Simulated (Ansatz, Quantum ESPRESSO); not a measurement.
## SrTiO3 (cubic perovskite): bulk modulus from a few volumes

How stiff is cubic perovskite SrTiO3 under hydrostatic load? Each row relaxes cell and atoms at a set pressure. The symmetry of the cell is held, so distortions that would lower it, which this phase may prefer, aren't tested. The phase is followed to these pressures whether or not it stays the stable one.

Calculated with Ansatz 0.2.0, PBEsol, PAW files of the set soft_1, cutoff 600 eV, Fermi–Dirac smearing 0.02 eV, k-mesh 7×7×7, no spin polarisation, no spin-orbit coupling.

Reference cell, relaxed at zero pressure with PBEsol (Pm-3m): a = 3.8914 Å, b = 3.8914 Å, c = 3.8914 Å, α = 90.00°, β = 90.00°, γ = 90.00°.

```
atom       x       y       z
  Sr  0.0000  0.0000  0.0000
  Ti  0.5000  0.5000  0.5000
   O  0.5000  0.5000  0.0000
   O  0.5000  0.0000  0.5000
   O  0.0000  0.5000  0.5000
```

```
V (Å³/atom)    V/V0  P (GPa)  E − E0 (meV/atom)
    12.0544  1.0229   −3.999                3.4
    11.2299  0.9529    9.985               16.6
    10.9968  0.9331   14.997               34.7
    10.7871  0.9153   19.993               57.5
    10.4206  0.8842   29.981              114.4
```

V0 = 11.7850 Å³ an atom, where the residual pressure P0 is +0.003 GPa. **Question.** Fit the Birch–Murnaghan law and give the pressure and the energy at V = 11.4889 Å³ an atom, a row left out above.

With the Eulerian strain f = ½[(V0/V)^(2/3) − 1] and F = (P − P0)/[3f(1 + 2f)^(5/2)], the third-order law is the line F = B0 + (3/2) B0 (B′ − 4) f.

| f | F (GPa) |
| --- | --- |
| 0.04274 | 190.44 |
| 0.03038 | 189.27 |
| 0.02362 | 188.58 |
| 0.01634 | 187.85 |
| −0.00748 | 185.25 |

A straight line through the 5 rows: the means are 0.02112 for f and 188.28 for F, Σ(Δx)² = 0.0014 and ΣΔxΔy = 0.1453, so the slope is 0.1453/0.0014 = 103.79 and the intercept 188.28 − (103.79)(0.02112) = 186.09.

Hence B0 = 186.1 GPa and B′ = 4 + (103.8)/(1.5 × 186.1) = 4.37. For the withheld volume f = 0.00855, F = 186.97 GPa and P = 5.01 GPa. The run itself gives 5.01 GPa, so the estimate misses by 0.00 GPa, a rounding's worth.

Integrating the same law gives E − E0 = (9/2) B0 V0 f²[1 + (B′ − 4) f] + P0(V0 − V), with 1 GPa Å³ = 6.2415 meV: 4.5 meV an atom. The run itself gives 4.5 meV, so the estimate misses by 0.0 meV, a rounding's worth.

The same fit over all rows at other levels or in other programs gives B0 = 186 GPa with PBEsol (Quantum ESPRESSO, GBRV).

Measured volume: 11.912 Å³ an atom (doi:10.1007/s002690000103), so V0 is −1.1 % off. A stiffness follows the volume as d ln B/d ln V = −B′, which moves B0 by about −5 % when it is taken at the measured volume.

Measured bulk modulus: 177 GPa (arxiv:2303.03473), against 186 GPa here (+5 %).

The calculation is for a static lattice, while measurements hold thermal and zero-point motion.

[Logs are printed without paths, hosts, clocks, repeated set-up lines and the standing remarks that a program may print on its own settings, such as how far it seeks lower states.]
